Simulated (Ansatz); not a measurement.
**NaCu2Ni2Sb2, from a guessed structure to a relaxed one**

Starting from a made-up structure for NaCu2Ni2Sb2, the aim is the relaxed cell, its shortest contacts and, where a second run follows, its electronic structure.

Calculated with Ansatz 0.2.0; DFT, PBE, plane-wave PAW, files of the set soft_1, scalar-relativistic, ferromagnetic start, cell and ions relaxed at zero pressure; PAW set soft_1, in the first sound run; inputs show where later runs differ.

## 1. The structure

It takes space group R-3m (No. 166, trigonal). Conventional cell: a = 4.188 Å, b = 4.188 Å, c = 24.932 Å, α = 90.00°, β = 90.00°, γ = 120.00°. Sb has 3 Ni at 2.55 Å and 4 Cu at 2.69 to 2.85 Å and 3 Na at 3.18 Å nearest. Nearest to Cu lie 3 Ni at 2.51 Å and 4 Sb at 2.69 to 2.85 Å and 3 Cu at 2.69 Å. Nearest to Ni lie 3 Cu at 2.51 Å and 1 Ni at 2.55 Å and 3 Sb at 2.55 Å. Nearest to Na lie 6 Sb at 3.18 Å. Farther neighbours are not listed.

## 2. Relaxing cell and atoms

The guessed cell has no reason to be at equilibrium. It is relaxed with the atoms, within the space group of the guess.

input.yaml reads:

```yaml
crystal:
  lattice:
    - [2.094, 1.208971464, 8.310666667]
    - [-2.094, 1.208971464, 8.310666667]
    - [0.0, -2.417942927, 8.310666667]
  atoms:
    - { symbol: Sb, position: [0.2508, 0.2508, 0.2508] }
    - { symbol: Sb, position: [0.7492, 0.7492, 0.7492] }
    - { symbol: Cu, position: [0.1431, 0.1431, 0.1431], spin: 0.6 }
    - { symbol: Cu, position: [0.8569, 0.8569, 0.8569], spin: 0.6 }
    - { symbol: Ni, position: [0.448933333, 0.448933333, 0.448933333], spin: 1.0 }
    - { symbol: Ni, position: [0.551066667, 0.551066667, 0.551066667], spin: 1.0 }
    - { symbol: Na, position: [0.0, 0.0, 0.0] }
magnetization:
  spin_polarized: true
kpoints:
  mp_grid: { grid: [8, 8, 8] }
scf:
  occupations: { method: fermi_dirac, width: 0.05 }
hamiltonian:
  xc: pbe
  pseudopotentials: { kind: paw, azcp: { folder: soft_1 } }
relax:
  f_tol: 0.015
  max_steps: 70
  cell: {}
output:
  forces: true
  stress: true
```

Command:

```console
ansatz run input.yaml --threads 4 --pin off --max-ram 10240MiB --backend cpu --events-out ev --progress --plain --runs-dir out
```

Numbers of over 12 decimals in the logs are rounded to 6 here.

Output:

```text
basis.fft_grid_basis auto: the FFT boxes are laid along the combinations [[1, 0, -1], [0, 1, -1], [0, 0, 1]] of the cell's own vectors, 4.188, 4.188 and 8.655 Å long. The dense box has 30×30×60 points. Along the cell's own vectors, as sized, it would have 60×60×60, 4.00 times as many. Of the 12 symmetry operations that the crystal satisfies within crystal.symmetry.tolerance (time reversal apart; of a slab, those that [...]
Engine: ansatz 0.2.0, aarch64-unknown-linux-gnu
Pseudopotentials: kind: paw
Pseudopotential: Sb, paw, valence charge 15, recommended cutoff 420 eV (normal), soft_1/Sb.paw.azcp
Pseudopotential: Cu, paw, valence charge 19, recommended cutoff 420 eV (normal), soft_1/Cu.paw.azcp
Pseudopotential: Ni, paw, valence charge 18, recommended cutoff 420 eV (normal), soft_1/Ni.paw.azcp
Pseudopotential: Na, paw, valence charge 9, recommended cutoff 420 eV (normal), soft_1/Na.paw.azcp
Functional definition: PBE
  parameter kappa = 0.804
  parameter beta = 0.066725
  exchange = pbe_x(kappa = kappa, mu = beta*pi^2/3)
  correlation = pbe_c(beta = beta)
Crystal: 7 atoms, lattice volume = 126.235 Å³
Basis set: ecut = 420 eV, 2451 PW (Γ), FFT grids on a1−a3, a2−a3, a3, exchange–correlation on 60×60×120 points (8 copies of the dense FFT grid, shifted against one another)
Bands: 70, of which v1, the nominal top of the filled ones, is band 57 counted from 1 (56 counted from 0)
Symmetry: 12 space group operations
Space group: R-3m (ITA 166), of the structure as read, at distance tolerance 5.0e-5 Å
Magnetic group: BNS 166.97 (UNI 1327), of the structure as read, at distance tolerance 5.0e-5 Å
k-points: 65 of 512
Non-local potential: Sb, projectors of the file, l = 0: 2, l = 1: 2, l = 2: 2, l = 3: 1
Non-local potential: Cu, projectors of the file, l = 0: 3, l = 1: 2, l = 2: 3, l = 3: 1
Non-local potential: Ni, projectors of the file, l = 0: 3, l = 1: 2, l = 2: 3, l = 3: 1
Non-local potential: Na, projectors of the file, l = 0: 3, l = 1: 2, l = 2: 1
PAW form: soft (Blöchl's): semilocal exchange-correlation on the pseudo side does not see the compensation charge
PAW one-centre angular grid: Sb, 590 points (default); XC on 64 Gauss nodes
PAW one-centre angular grid: Cu, 590 points (default); XC on 64 Gauss nodes
PAW one-centre angular grid: Ni, 590 points (default); XC on 64 Gauss nodes
PAW one-centre angular grid: Na, 110 points (default); XC on 64 Gauss nodes
Initial density: superposition of atomic densities (chi_scale 0.1, normalization cell, long waves kept (reshape's long-wave potential 0.29 eV rms))
Starting moments: Σ|m| = 3.2 μB on 4 of 7 sites
Initial wavefunctions: pseudopotential atomic-orbital guess
Functional: x = pbe(κ = 0.804, μ = 0.219515), c = pbe(β = 0.066725)
SCF iter   1: F=—  HF=-39389.853100 eV  |F-HF|=—  |Δ(HF+E_count)|=         —  Δρ=1.74e-1 (↑1.63e-1 ↓1.74e-1)  dr2=1.32e2  dr2_m=6.21e-1  M=1.465 μB ∫|m|=1.618 μB  β_m=0.30  ethr=3.10e-3  ⟨swp⟩=6.3  Hψ=34859  notcnv=0  defer=19
Mixer restart at iter 1: flushing history
preconditioner: auto → Kerker (q_TF=auto, 2.678 Å⁻¹)  [metal: Δε(μ)=0.007 eV  Ē_g=15.612 eV  σ=0.050 eV  W_gap=0.03  n_scr=42 (ndim 8)  ℏωp=29.4 eV  f_vac=0.073  D(μ)=7.65/eV (n_scr^D=74)]
spin=Collinear: Kerker preconditioning applied to the charge; magnetization (m = ρ↑ − ρ↓) channel mixes plain (no charge-response kernel on spin).
SCF iter   2: F=—  HF=-39389.660681 eV  |F-HF|=—  |Δ(HF+E_count)|=   1.92e-1  Δρ=7.17e-2 (↑6.63e-2 ↓7.17e-2)  dr2=1.06e1  dr2_m=1.76e-1  M=1.441 μB ∫|m|=1.582 μB  β_m=0.26  ethr=3.10e-3  ⟨swp⟩=4.0  Hψ=25751  notcnv=0  defer=519
SCF iter   3: F=—  HF=-39385.181610 eV  |F-HF|=—  |Δ(HF+E_count)|=    4.48e0  Δρ=2.23e-2 (↑1.67e-2 ↓2.23e-2)  dr2=1.82e0  dr2_m=2.24e-1  M=1.256 μB ∫|m|=1.390 μB  β_m=0.36  ethr=3.10e-3  ⟨swp⟩=2.1  Hψ=18973  notcnv=0  defer=671
SCF iter   4: F=—  HF=-39385.833793 eV  |F-HF|=—  |Δ(HF+E_count)|=   6.52e-1  Δρ=2.45e-2 (↑1.98e-2 ↓2.45e-2)  dr2=2.70e0  dr2_m=2.25e-1  M=0.969 μB ∫|m|=1.120 μB  β_m=0.54  ethr=1.61e-3  ⟨swp⟩=2.2  Hψ=18941  notcnv=0  defer=663
SCF iter   5: F=—  HF=-39386.365133 eV  |F-HF|=—  |Δ(HF+E_count)|=   5.31e-1  Δρ=2.54e-2 (↑1.42e-2 ↓2.54e-2)  dr2=1.10e0  dr2_m=1.14e-1  M=0.540 μB ∫|m|=0.695 μB  β_m=0.29  ethr=1.61e-3  ⟨swp⟩=2.5  Hψ=13550  notcnv=0  defer=663
SCF iter   6: F=—  HF=-39386.339203 eV  |F-HF|=—  |Δ(HF+E_count)|=   2.59e-2  Δρ=2.93e-2 (↑2.93e-2 ↓2.55e-2)  dr2=2.59e0  dr2_m=2.58e-2  M=0.287 μB ∫|m|=0.430 μB  β_m=0.45  ethr=9.77e-4  ⟨swp⟩=3.2  Hψ=15146  notcnv=0  defer=713
SCF iter   7: F=—  HF=-39386.291283 eV  |F-HF|=—  |Δ(HF+E_count)|=         —  Δρ=1.60e-2 (↑1.60e-2 ↓1.16e-2)  dr2=7.99e-1  dr2_m=3.04e-2  M=0.106 μB ∫|m|=0.186 μB  β_m=0.45  ethr=9.77e-4  ⟨swp⟩=2.0  Hψ=14161  notcnv=0  defer=711
Mixer restart at iter 7: flushing history
SCF iter   8: F=—  HF=-39386.328267 eV  |F-HF|=—  |Δ(HF+E_count)|=   3.70e-2  Δρ=1.01e-2 (↑9.40e-3 ↓1.01e-2)  dr2=1.48e-1  dr2_m=2.29e-2  M=0.059 μB ∫|m|=0.121 μB  β_m=0.40  ethr=7.07e-4  ⟨swp⟩=2.1  Hψ=13066  notcnv=0  defer=711
SCF iter   9: F=—  HF=-39386.277174 eV  |F-HF|=—  |Δ(HF+E_count)|=   5.11e-2  Δρ=6.52e-3 (↑6.52e-3 ↓3.07e-3)  dr2=1.03e-1  dr2_m=1.31e-2  M=0.060 μB ∫|m|=0.110 μB  β_m=0.49  ethr=1.31e-4  ⟨swp⟩=2.0  Hψ=18921  notcnv=0  defer=710
SCF iter  10: F=—  HF=-39386.277576 eV  |F-HF|=—  |Δ(HF+E_count)|=   4.01e-4  Δρ=2.44e-3 (↑2.35e-3 ↓2.44e-3)  dr2=5.07e-3  dr2_m=4.29e-3  M=0.030 μB ∫|m|=0.058 μB  β_m=0.74  ethr=9.15e-5  ⟨swp⟩=2.0  Hψ=12496  notcnv=0  defer=710
SCF iter  11: F=—  HF=-39386.278945 eV  |F-HF|=—  |Δ(HF+E_count)|=   1.37e-3  Δρ=2.47e-3 (↑2.47e-3 ↓8.96e-4)  dr2=8.84e-3  dr2_m=1.04e-3  M=0.017 μB ∫|m|=0.031 μB  β_m=0.61  ethr=4.49e-6  ⟨swp⟩=2.0  Hψ=18448  notcnv=0  defer=710
SCF iter  12: F=—  HF=-39386.278351 eV  |F-HF|=—  |Δ(HF+E_count)|=   5.94e-4  Δρ=9.67e-4 (↑3.32e-4 ↓9.67e-4)  dr2=1.35e-3  dr2_m=1.45e-4  M=0.009 μB ∫|m|=0.015 μB  β_m=0.54  ethr=4.49e-6  ⟨swp⟩=2.1  Hψ=14150  notcnv=0  defer=710
SCF iter  13: F=—  HF=-39386.278138 eV  |F-HF|=—  |Δ(HF+E_count)|=   2.13e-4  Δρ=4.28e-4 (↑6.02e-5 ↓4.28e-4)  dr2=1.58e-4  dr2_m=5.25e-5  M=0.003 μB ∫|m|=0.006 μB  β_m=0.72  ethr=1.19e-6  ⟨swp⟩=1.5  Hψ=9654  notcnv=0  defer=710
SCF iter  14: F=—  HF=-39386.278118 eV  |F-HF|=—  |Δ(HF+E_count)|=   2.03e-5  Δρ=1.54e-4 (↑1.54e-4 ↓1.35e-4)  dr2=8.44e-5  dr2_m=3.36e-7  M=-0.000 μB ∫|m|=0.000 μB  β_m=0.72  ethr=1.40e-7  ⟨swp⟩=1.5  Hψ=10354  notcnv=0  defer=710
[...]
iter 1 solved again at ethr=2.18e-7 eV; its pass at ethr=3.10e-3 eV (dr2=2.46e-4 eV) is discarded
SCF iter   1: F=—  HF=-39386.349917 eV  |F-HF|=—  |Δ(HF+E_count)|=         —  Δρ=7.10e-4 (↑7.10e-4 ↓7.10e-4)  dr2=2.59e-4  dr2_m=1.08e-14  M=-0.000 μB ∫|m|=0.000 μB  β_m=0.65  ethr=2.18e-7  ⟨swp⟩=3.0  Hψ=62268  notcnv=0
preconditioner: auto → Kerker (q_TF=auto, 2.408 Å⁻¹)  [metal: Δε(μ)=0.031 eV  Ē_g=16.251 eV  σ=0.050 eV  W_gap=0.15  n_scr=30 (ndim 8)  ℏωp=28.9 eV  f_vac=0.135  D(μ)=1.96/eV (n_scr^D=4)]
spin=Collinear: Kerker preconditioning applied to the charge; magnetization (m = ρ↑ − ρ↓) channel mixes plain (no charge-response kernel on spin).
SCF iter   2: F=—  HF=-39386.377608 eV  |F-HF|=—  |Δ(HF+E_count)|=   2.77e-2  Δρ=2.71e-4 (↑2.71e-4 ↓2.71e-4)  dr2=3.94e-5  dr2_m=7.84e-16  M=-0.000 μB ∫|m|=0.000 μB  β_m=0.51  ethr=2.18e-7  ⟨swp⟩=2.0  Hψ=13804  notcnv=0
SCF iter   3: F=—  HF=-39386.380165 eV  |F-HF|=—  |Δ(HF+E_count)|=   2.56e-3  Δρ=1.67e-4 (↑1.67e-4 ↓1.67e-4)  dr2=3.52e-5  dr2_m=2.35e-16  M=-0.000 μB ∫|m|=0.000 μB  β_m=0.41  ethr=3.48e-8  ⟨swp⟩=2.0  Hψ=16436  notcnv=0
SCF iter   4: F=—  HF=-39386.380731 eV  |F-HF|=—  |Δ(HF+E_count)|=   5.66e-4  Δρ=9.13e-5 (↑9.13e-5 ↓9.13e-5)  dr2=7.43e-6  dr2_m=1.34e-15  M=-0.000 μB ∫|m|=0.000 μB  β_m=0.59  ethr=3.12e-8  ⟨swp⟩=2.0  Hψ=11440  notcnv=0
SCF iter   5: F=—  HF=-39386.381165 eV  |F-HF|=—  |Δ(HF+E_count)|=   4.34e-4  Δρ=2.02e-5 (↑2.02e-5 ↓2.02e-5)  dr2=3.28e-6  dr2_m=1.62e-15  M=0.000 μB ∫|m|=0.000 μB  β_m=0.54  ethr=6.58e-9  ⟨swp⟩=1.9  Hψ=10282  notcnv=0
SCF iter   6: F=—  HF=-39386.381179 eV  |F-HF|=—  |Δ(HF+E_count)|=   1.37e-5  Δρ=9.10e-6 (↑9.10e-6 ↓9.10e-6)  dr2=1.68e-6  dr2_m=9.21e-16  M=0.000 μB ∫|m|=0.000 μB  β_m=0.60  ethr=2.90e-9  ⟨swp⟩=1.0  Hψ=9100  notcnv=0
SCF iter   7: F=—  HF=-39386.381180 eV  |F-HF|=—  |Δ(HF+E_count)|=   1.16e-6  Δρ=5.11e-6 (↑5.11e-6 ↓5.11e-6)  dr2=4.52e-7  dr2_m=7.24e-16  M=0.000 μB ∫|m|=0.000 μB  β_m=0.80  ethr=1.49e-9  ⟨swp⟩=1.0  Hψ=9100  notcnv=0
SCF iter   8: F=—  HF=-39386.381181 eV  |F-HF|=—  |Δ(HF+E_count)|=   9.23e-7  Δρ=2.87e-6 (↑2.87e-6 ↓2.87e-6)  dr2=7.10e-8  dr2_m=1.92e-15  M=0.000 μB ∫|m|=0.000 μB  β_m=0.77  ethr=4.00e-10  ⟨swp⟩=2.0  Hψ=12466  notcnv=0
SCF iter   9: F=—  HF=-39386.381181 eV  |F-HF|=—  |Δ(HF+E_count)|=   2.64e-9  Δρ=7.38e-7 (↑7.38e-7 ↓7.37e-7)  dr2=3.47e-9  dr2_m=4.02e-16  M=0.000 μB ∫|m|=0.000 μB  β_m=0.89  ethr=6.28e-11  ⟨swp⟩=2.1  Hψ=12255  notcnv=0
SCF iter  10: F=—  HF=-39386.381185 eV  |F-HF|=—  |Δ(HF+E_count)|=   4.43e-6  Δρ=5.64e-7 (↑5.64e-7 ↓5.64e-7)  dr2=1.77e-9  dr2_m=9.91e-17  M=-0.000 μB ∫|m|=0.000 μB  β_m=0.88  ethr=3.07e-12  ⟨swp⟩=3.0  Hψ=17228  notcnv=0
SCF iter  11: F=—  HF=-39386.381185 eV  |F-HF|=—  |Δ(HF+E_count)|=   1.85e-9  Δρ=2.63e-7 (↑2.63e-7 ↓2.63e-7)  dr2=4.43e-10  dr2_m=3.57e-17  M=-0.000 μB ∫|m|=0.000 μB  β_m=0.94  ethr=1.57e-12  ⟨swp⟩=2.0  Hψ=14336  notcnv=0
SCF iter  12: F=—  HF=-39386.381185 eV  |F-HF|=—  |Δ(HF+E_count)|=  6.55e-11  Δρ=1.69e-7 (↑1.69e-7 ↓1.69e-7)  dr2=1.19e-10  dr2_m=2.58e-18  M=-0.000 μB ∫|m|=0.000 μB  β_m=0.92  ethr=1.00e-12  ⟨swp⟩=1.9  Hψ=11258  notcnv=0
SCF iter  13: F=—  HF=-39386.381185 eV  |F-HF|=—  |Δ(HF+E_count)|=  1.46e-11  Δρ=1.34e-7 (↑1.34e-7 ↓1.34e-7)  dr2=8.03e-11  dr2_m=7.78e-19  M=0.000 μB ∫|m|=0.000 μB  β_m=0.96  ethr=1.00e-12  ⟨swp⟩=1.0  Hψ=9100  notcnv=0
SCF iter  14: F=-39386.381185 eV  HF=-39386.381185 eV  |F-HF|=5.09e-11  |Δ(HF+E_count)|=  1.46e-11  Δρ=9.50e-8 (↑9.50e-8 ↓9.50e-8)  dr2=4.48e-11  dr2_m=1.69e-19  M=0.000 μB ∫|m|=0.000 μB  ethr=1.00e-12  ⟨swp⟩=3.0  Hψ=24233  notcnv=0
the starting moments were not kept: the SCF closed with an absolute magnetisation of 3.2e-10 μB, where they sum to 3.2 μB in size (4 sites). That is at most 0.1 of that sum. Measured as dr2_m measures the in/out step, that magnetisation stands 0 eV from none, at or under the dr2_threshold of 7.0e-11 eV: it is no larger than a step whose dr2_m would equal this threshold.
SCF 8 converged in 14 iterations: F = -39386.381185 eV  dr2 = 4.48e-11
relax step   8: F+E_penalty+E_count = -39386.38118519 eV  Δ(F+E_penalty+E_count) = -1.501e-3 eV  max|allowed force component| = 1.045e-3 eV/Å  Δτ_max = 0.0000 Å  P = +0.012 GPa  Ω = 130.436 Å³  stress off target by 2.86e-2 GPa  SCF on the basis re-selected at this cell (its energy is not comparable with the rows above)  (14 SCF iters)
basis re-selected at this cell: Δ(F+E_penalty+E_count) = -1.501e-3 eV, ΔP = +0.012 GPa vs the last step (what re-selecting the basis moved, of the pressure what is left beyond the Pulay correction that the steps carried, after the strain that the cell walked since its last selection, with what the two solves' SCF thresholds leave and, on support functions, any second-order correction that the steps lacked; it is no measure of the basis error at this ecutwfc). The dense FFT grid was sized anew with the basis: this SCF ran on 30×30×64 points, the steps before it on 30×30×60, so part of this shift can come from that change (see relax.cell in the input reference). [rest of the remark cut]
SCF converged after 14 iterations
Magnetization: 0.0000 μB (56.5000 up, 56.5000 down)
Absolute magnetization: 0.0000 μB (∫|ρ↑−ρ↓|, with the PAW one-centre terms)
Spin contamination: 0.0000 ħ² per cell (⟨S²⟩ above its minimum at these occupations)
Per-site moments (μB) at R_I (Å): [(-2.136949224770482e-11, 1.054369), (-2.136952267386857e-11, 1.054369), (-5.315678522985466e-12, 1.033724), (-5.315794859247183e-12, 1.033724), (5.177235955013769e-11, 1.033385), (5.177212490045103e-11, 1.033385), (5.2192709143636e-12, 1.350041)]
Free energy (F): -39386.381185 eV
Harris-Foulkes:  -39386.381185 eV  (|F-HF|=5.09e-11)
Internal energy: -39386.362765 eV  (E = F + TS)
E sigma→0 (E₀):  -39386.371975 eV
Entropy (-TS):   -0.018420 eV (-2.631 meV/atom)
Fermi energy:    11.285066 eV
--- Per-component energies (eV) ---
  E_band       = -2188.697444
  E_kinetic    = 1645.827463
  E_local      = -32833.708283  (includes V_loc(G=0)·N_el)
  E_nonlocal   = 2610.000298
  E_hartree    = 15299.961414
  E_xc         = -596.893362
  E_vxc        = -696.852132  (∫ρ·V_xc dr)
  E_paw        = -16335.772802  (= ΣΔE_a)
  E_vpaw       = -3513.892520  (= ΣTr[D̂ρ^β])
  E_aug_tail   = 0.003957  (compensation charges beyond the density's cutoff)
  E_ewald      = -9175.781451
  E_smearing   = -0.018420  (= −TS)
  E_closure    = 0.000000  (closes the sum)
  Σ components = -39386.381185   (vs F -39386.381185, Δ=0.00e0)
--- Forces (eV/Å), atoms counted from 1 ---
  atom   1  Sb     0.00000000    -0.00000000    -0.00056949
  atom   2  Sb    -0.00000000     0.00000000     0.00056949
  atom   3  Cu     0.00000000     0.00000000     0.00104520
  atom   4  Cu    -0.00000000    -0.00000000    -0.00104520
  atom   5  Ni    -0.00000000    -0.00000000    -0.00032772
  atom   6  Ni     0.00000000     0.00000000     0.00032772
  atom   7  Na     0.00000000     0.00000000     0.00000000
  max |Σ_I F_I| component: 4.63e-18 eV/Å
--- Stress (GPa, compression-positive) ---
        0.003621      -0.000000      -0.000000
       -0.000000       0.003621       0.000000
       -0.000000       0.000000       0.028584
  P = ⅓ Tr σ = 0.0119 GPa (0.119 kbar)
--- Relaxed structure (7 steps of the walk, 6 accepted, 1 SCFs on fresh bases) ---
  F+E_penalty+E_count = -39386.38118519 eV   max|allowed force component| = 1.045e-3 eV/Å   (the final SCF, on the basis selected at the relaxed cell)
  cell:  # Å, volume = 130.4356 Å³
    - [2.063749, 1.191506, 8.840802]
    - [-2.063749, 1.191506, 8.840802]
    - [0, -2.383012, 8.840802]
  atoms:
    - { symbol: Sb, position: [0.248750, 0.248750, 0.248750] }
    - { symbol: Sb, position: [0.751250, 0.751250, 0.751250] }
    - { symbol: Cu, position: [0.148675, 0.148675, 0.148675] }
    - { symbol: Cu, position: [0.851325, 0.851325, 0.851325] }
    - { symbol: Ni, position: [0.452772, 0.452772, 0.452772] }
    - { symbol: Ni, position: [0.547228, 0.547228, 0.547228] }
    - { symbol: Na, position: [-2.0127976888455713e-19, -2.0127976888455718e-19, -2.0127976892431502e-19] }
```

Run time: 2.6 min. Hardware: 4 threads of Arm Neoverse V2, shared host; peak memory 1.1 GiB; 10 min of CPU time.

The steps of the relaxation:

| step | energy less that of the first step (eV) | largest force component (eV/Å) | pressure (GPa) | volume (Å³) |
| --- | --- | --- | --- | --- |
| 1 | 0.0000 | 0.3195 | 0.24 | 126.24 |
| 2 | -0.0556 | 0.2107 | 0.03 | 127.81 |
| 3 | -0.0938 | 0.1728 | 0.54 | 129.53 |
| 4 | -0.0992 | 0.0609 | -0.31 | 131.59 |
| 5 | -0.1015 | 0.0248 | -0.07 | 130.41 |
| 6 | -0.1008 | 0.0753 | 0.38 | 129.98 |
| 7 | -0.1016 | 0.0010 | 0.00 | 130.44 |
| 8* | -0.1031 | 0.0010 | 0.01 | 130.44 |

Relaxation steps marked * repeat the geometry before them on a plane-wave basis chosen anew for their cell, so energy and pressure can jump there. Relaxation step 6 was tried and not accepted.

The run keeps the 12 symmetry operations that it works with, so distortions that break them were not tested.

| conventional cell, symmetrised | before | after | change |
| --- | --- | --- | --- |
| a (Å) | 4.188 | 4.127 | -1.4 % |
| b (Å) | 4.188 | 4.127 | -1.4 % |
| c (Å) | 24.932 | 26.522 | +6.4 % |
| volume (Å³/atom) | 18.03 | 18.63 | +3.3 % |

The atoms that moved most (Å, as changes of fractional coordinates times the final cell):

| atom | dx | dy | dz | length |
| --- | --- | --- | --- | --- |
| Cu3 | 0.000 | 0.000 | 0.148 | 0.148 |
| Cu4 | 0.000 | 0.000 | -0.148 | 0.148 |
| Ni5 | 0.000 | 0.000 | 0.102 | 0.102 |
| Ni6 | 0.000 | 0.000 | -0.102 | 0.102 |
| Sb2 | 0.000 | 0.000 | 0.054 | 0.054 |
| Sb1 | 0.000 | 0.000 | -0.054 | 0.054 |

This step gave:

| Item | Value |
| --- | --- |
| free energy | -39386.3812 eV |
| energy at zero smearing | -39386.3720 eV |
| smearing term TS | 0.01842 eV |
| Fermi energy | 11.29 eV |
| electrons | 113 |
| symmetry operations | 12 |
| pressure | 0.01194 GPa |

Shortest distances by pair of elements, guess and relaxed (not always the same contact):

| pair | guess (Å) | relaxed (Å) |
| --- | --- | --- |
| Ni–Ni | 2.546 | 2.505 |
| Cu–Ni | 2.513 | 2.506 |
| Ni–Sb | 2.555 | 2.556 |
| Cu–Cu | 2.688 | 2.567 |
| Cu–Sb | 2.685 | 2.654 |

The relaxation ends with a largest force component of 0.0010 eV/Å and a pressure of 0.01 GPa. The starting moments have collapsed: the run ends non-magnetic.

[end of part 1 of 2]

[Logs are printed without paths, hosts, clocks, repeated set-up lines and the standing remarks that a program may print on its own settings, such as how far it seeks lower states.]

[Hosts, paths, dates, database ids (printed as entryN), source tags and the programs' standing remarks are cut or masked in the printed files.]
